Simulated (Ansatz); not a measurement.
**How many bands does the GW gap of CdF2 (Fm-3m) need?**

Aim: see how the G0W0 gap of CdF2 (Fm-3m) on PBE moves with empty bands and screening cutoff, and what each rung costs.

Main program and level: Ansatz 0.2.0; G0W0 on PBE, plane waves, PAW; PAW set soft_1.

Report form: the programs' logs are mostly left out.

### 1. The structure

Symmetry: Fm-3m, No. 225, cubic system. The conventional cell has a = 5.388 Å, b = 5.388 Å, c = 5.388 Å, α = 90.00°, β = 90.00°, γ = 90.00°. Cd has 8 F at 2.33 Å nearest. Nearest to F lie 4 Cd at 2.33 Å. Farther neighbours and most contacts between anions are not listed.

The cell and positions come from the Crystallography Open Database and are kept as given unless a step says otherwise.

### 2. 41 empty bands, screening to 60 eV

G0W0 replaces the xc potential by the self-energy, built once from these orbitals. Only a window of levels is corrected, while the sums run over the empty bands that the input names. This step takes PAW set soft_1 files.

Contents of input.yaml:

```yaml
crystal:
  lattice:
    - [0.0, 2.694, 2.694]
    - [2.694, 0.0, 2.694]
    - [2.694, 2.694, 0.0]
  atoms:
    - { symbol: Cd, position: [0.0, 0.0, 0.0] }
    - { symbol: F, position: [0.25, 0.25, 0.25] }
    - { symbol: F, position: [0.75, 0.75, 0.75] }
kpoints:
  mp_grid: { grid: [6, 6, 6] }
hamiltonian:
  xc: pbe
  pseudopotentials: { kind: paw, azcp: { folder: soft_1 } }
scf:
  occupations: { method: fixed }
gw:
  n_empty_bands: 41
  ecut_chi: 60
  qp_bands: [v2, c2]
  qp_kpoints: band_edges
  screening: { model: contour_deformation }
```

On the command line:

```
$ ansatz run input.yaml --threads 24 --pin off --max-ram 82944MiB --backend cuda --events-out ev --progress --plain --runs-dir out --devices 1 --max-vram 78GiB
```

Run time: 3 s. Hardware: 1 × NVIDIA GB200 (shared by 2 runs) with 24 threads of Arm Neoverse V2, shared host; peak memory 1.1 GiB.

Numbers from this step:

| Quantity | Value |
| --- | --- |
| bands summed | 58 |
| RPA ε∞ on this mesh (eigenvalues) | 2.781, 2.781, 2.781 |
| plane waves in the screening matrix | 51 |
| q-points in the mesh | 216 |
| G0W0 gap on the mesh | 5.501 eV |
| k of the valence top | 0.1667, -0.5, -0.3333 |
| k of the conduction bottom | 0, 0, 0 |
| starting gap on the mesh | 3.118 eV |
| Z at the valence top | 0.7724 |
| Z at the conduction bottom | 0.8608 |
| least direct G0W0 gap on the computed points | 6.170 eV |

The gap on the mesh goes from 3.12 eV to 5.50 eV, a correction of +2.38 eV. Between the two edge states, bare exchange in place of the xc potential would open the gap by 11.85 eV, and correlation takes back 9.47 eV.

### 3. 116 empty bands, screening to 120 eV

Another rung: the empty bands reach about as high as the screening cutoff, so the two stay in balance.

Edit input.yaml of step 2 so:

```diff
@@ -17,4 +17,4 @@
 gw:
-  n_empty_bands: 41
-  ecut_chi: 60
+  n_empty_bands: 116
+  ecut_chi: 120
   qp_bands: [v2, c2]
```

Elapsed: 4.8 s, on 1 × NVIDIA GB200 (shared by 2 runs) with 24 threads; peak memory 1.2 GiB.

This step gave:

```yaml
bands_summed: 133
rpa_eps_infinity_on_this_mesh_eigenvalues: 2.781, 2.781, 2.781
plane_waves_in_the_screening_matrix: 113
q_points_in_the_mesh: 216
g0w0_gap_on_the_mesh: 5.341 eV
k_of_the_valence_top: 0.1667, -0.5, -0.3333
k_of_the_conduction_bottom: 0, 0, 0
starting_gap_on_the_mesh: 3.118 eV
z_at_the_valence_top: 0.7648
z_at_the_conduction_bottom: 0.8576
least_direct_g0w0_gap_on_the_computed_points: 6.020 eV
```

Against the run with 6×6×6 mesh, 41 empty bands, screening to 60 eV, PAW set soft_1 files, the gap moves by −0.16 eV.

### 4. 251 empty bands, screening to 200 eV

Edit input.yaml of step 3 so:

```diff
@@ -17,4 +17,4 @@
 gw:
-  n_empty_bands: 116
-  ecut_chi: 120
+  n_empty_bands: 251
+  ecut_chi: 200.0
   qp_bands: [v2, c2]
```

Run time: 6.4 s. Hardware: 1 × NVIDIA GB200 (shared by 2 runs) with 24 threads; peak memory 1.4 GiB.

This step gave:

* bands summed: 268
* RPA ε∞ on this mesh (eigenvalues): 2.760, 2.760, 2.760
* plane waves in the screening matrix: 259
* G0W0 gap on the mesh: 5.463 eV
* k of the valence top: 0.1667, -0.5, -0.3333
* k of the conduction bottom: 0, 0, 0
* starting gap on the mesh: 3.118 eV
* least direct G0W0 gap on the computed points: 6.121 eV

Against the run with 6×6×6 mesh, 116 empty bands, screening to 120 eV, PAW set soft_1 files, the gap moves by +0.12 eV.

### 5. Changing the k mesh: 4×4×4 mesh, 116 empty bands, screening to 120 eV, PAW set soft_1 files

A second mesh at equal bands and cutoff isolates the sampling error. Bands and cutoff differ from the step before, so it is read against an earlier run that matches them.

Edit input.yaml of step 4 so:

```diff
@@ -10,3 +10,3 @@
 kpoints:
-  mp_grid: { grid: [6, 6, 6] }
+  mp_grid: { grid: [4, 4, 4] }
 hamiltonian:
@@ -17,4 +17,4 @@
 gw:
-  n_empty_bands: 251
-  ecut_chi: 200.0
+  n_empty_bands: 116
+  ecut_chi: 120
   qp_bands: [v2, c2]
```

Run time: 2 s. Hardware: 1 × NVIDIA GB200 (shared by 2 runs) with 24 threads; peak memory 1.1 GiB; 5.6 s of CPU time.

Numbers from this step:

| Quantity | Value |
| --- | --- |
| bands summed | 133 |
| RPA ε∞ on this mesh (eigenvalues) | 2.807, 2.807, 2.807 |
| plane waves in the screening matrix | 113 |
| G0W0 gap on the mesh | 5.326 eV |
| k of the valence top | 0.25, -0.5, -0.25 |
| k of the conduction bottom | 0, 0, 0 |
| starting gap on the mesh | 3.098 eV |
| least direct G0W0 gap on the computed points | 6.026 eV |

Against the run with 6×6×6 mesh, 116 empty bands, screening to 120 eV, PAW set soft_1 files, the gap moves by −0.015 eV, while the start moved by −0.02 eV. A band edge is found at another k point on this mesh.

### 6. Changing the frequency model: 6×6×6 mesh, 116 empty bands, screening to 120 eV, plasmon pole, PAW set soft_1 files

A plasmon pole stands in for the full frequency dependence of the screening; this run shows what that costs in accuracy.

Edit input.yaml of step 5 so:

```diff
@@ -10,3 +10,3 @@
 kpoints:
-  mp_grid: { grid: [4, 4, 4] }
+  mp_grid: { grid: [6, 6, 6] }
 hamiltonian:
@@ -21,2 +21,2 @@
   qp_kpoints: band_edges
-  screening: { model: contour_deformation }
+  screening: { model: godby_needs }
```

Run time: 4.5 s. Hardware: 1 × NVIDIA GB200 (shared by 2 runs) with 24 threads; peak memory 1.2 GiB.

Numbers from this step:

```yaml
bands_summed: 133
plasmon_pole_fit_frequency: 34.62 eV
rpa_eps_infinity_on_this_mesh_eigenvalues: 2.781, 2.781, 2.781
plane_waves_in_the_screening_matrix: 113
g0w0_gap_on_the_mesh: 5.373 eV
k_of_the_valence_top: 0.1667, -0.5, -0.3333
k_of_the_conduction_bottom: 0, 0, 0
starting_gap_on_the_mesh: 3.118 eV
least_direct_g0w0_gap_on_the_computed_points: 6.075 eV
```

Against the run with 6×6×6 mesh, 116 empty bands, screening to 120 eV, PAW set soft_1 files, the gap moves by +0.03 eV.

### 7. Changing the files: 6×6×6 mesh, 116 empty bands, screening to 120 eV, hard PAW files

Other atomic data (hard PAW) test the pseudisation: the cutoff goes from 420 to 1050 eV, with the same valence electrons.

This step: G0W0 on PBE, plane waves, PAW.

input.yaml, the sections that differ from step 6:

```yaml
hamiltonian:
  xc: pbe
  pseudopotentials: { kind: paw, source: ansatz }
gw:
  n_empty_bands: 116
  ecut_chi: 120
  qp_bands: [v2, c2]
  qp_kpoints: band_edges
  screening: { model: contour_deformation }
# crystal, kpoints, scf: as in step 6
```

Elapsed: 4.7 s, on 1 × NVIDIA GB200 (shared by 2 runs) with 24 threads; peak memory 1.3 GiB.

Numbers from this step:

| Item | Value |
| --- | --- |
| bands summed | 133 |
| RPA ε∞ on this mesh (eigenvalues) | 2.782, 2.782, 2.782 |
| plane waves in the screening matrix | 113 |
| G0W0 gap on the mesh | 5.345 eV |
| k of the valence top | 0.1667, -0.5, -0.3333 |
| k of the conduction bottom | 0, 0, 0 |
| starting gap on the mesh | 3.115 eV |
| least direct G0W0 gap on the computed points | 6.039 eV |

Against the run with 6×6×6 mesh, 116 empty bands, screening to 120 eV, PAW set soft_1 files, the gap moves by +0.004 eV.

### 8. Side by side

Times are wall times on 1 × NVIDIA GB200 (shared by 2 runs) with 24 threads of Arm Neoverse V2, shared host, good to a factor of about two.

| mesh | files | frequency | bands summed | cutoff (eV) | start (eV) | G0W0 (eV) | time | host memory (GiB) |
| --- | --- | --- | --- | --- | --- | --- | --- | --- |
| 6×6×6 | PAW set soft_1 | contour deformation | 58 | 60 | 3.118 | 5.501 | 3 s | 1.1 |
| 6×6×6 | PAW set soft_1 | contour deformation | 133 | 120 | 3.118 | 5.341 | 4.8 s | 1.2 |
| 6×6×6 | PAW set soft_1 | contour deformation | 268 | 200 | 3.118 | 5.463 | 6.4 s | 1.4 |
| 4×4×4 | PAW set soft_1 | contour deformation | 133 | 120 | 3.098 | 5.326 | 2 s | 1.1 |
| 6×6×6 | PAW set soft_1 | plasmon pole | 133 | 120 | 3.118 | 5.373 | 4.5 s | 1.2 |
| 6×6×6 | hard PAW | contour deformation | 133 | 120 | 3.115 | 5.345 | 4.7 s | 1.3 |

The parts of the quasiparticle energy at the two band edges (eV; QP = start + Σx + Σc − Vxc):

| run | edge | start | Σx | Σc | Vxc | Z | QP |
| --- | --- | --- | --- | --- | --- | --- | --- |
| 58 bands | valence top | 6.41 | -33.50 | 5.95 | -26.15 | 0.77 | 5.02 |
| 58 bands | conduction bottom | 9.53 | -9.26 | -3.51 | -13.76 | 0.86 | 10.52 |
| 133 bands | valence top | 6.41 | -33.50 | 5.96 | -26.15 | 0.76 | 5.02 |
| 133 bands | conduction bottom | 9.53 | -9.26 | -3.67 | -13.76 | 0.86 | 10.36 |
| 268 bands | valence top | 6.41 | -33.50 | 5.79 | -26.15 | 0.76 | 4.85 |
| 268 bands | conduction bottom | 9.53 | -9.26 | -3.72 | -13.76 | 0.86 | 10.31 |

### 9. Results

| Item | Value |
| --- | --- |
| 58 bands, 60 eV | 5.501 eV |
| 133 bands, 120 eV | 5.341 eV |
| 268 bands, 200 eV | 5.463 eV |
| mesh and start | 6×6×6, PBE |

In words: From 58 to 268 bands the gap moves by −0.04 eV while the time grows 2.1-fold. Σc changes by −0.17 eV at the valence top and −0.20 eV at the conduction bottom, so the levels themselves move more than the gap between them. The gap turns back along the series, so no limit is drawn from it. On the 4×4×4 mesh in place of 6×6×6 the gap differs by −0.01 eV, of which −0.02 eV is already in the start. The plasmon-pole model gives +0.03 eV against contour deformation, 1 % of the correction, and saved no time in this program. Hard PAW files move the gap by +0.004 eV at equal bands and cutoff, −0.004 eV of it in the start. A d shell, filled or nearly so, lies near the gap. One-shot GW converges very slowly in bands there, not always from below, and on a semilocal start the gap tends to come out low; starts rich in exact exchange can overshoot instead. The many-body steps are scalar-relativistic: spin-orbit coupling is not in them.

[Paths, hosts, dates, memory and timing lines, banners, echoed tables and standing remarks are left out of the program output.]

[Logs are printed without paths, hosts, clocks, repeated set-up lines and the standing remarks that a program may print on its own settings, such as how far it seeks lower states.]

[Runs of the session that timed out or met a known fault of the program may be left out.]

[Cells called generated may have been cut or substituted from an entry of the Crystallography Open Database or the Materials Project.]

[Hosts, paths, dates, database ids (printed as entryN), source tags and the programs' standing remarks are cut or masked in the printed files.]
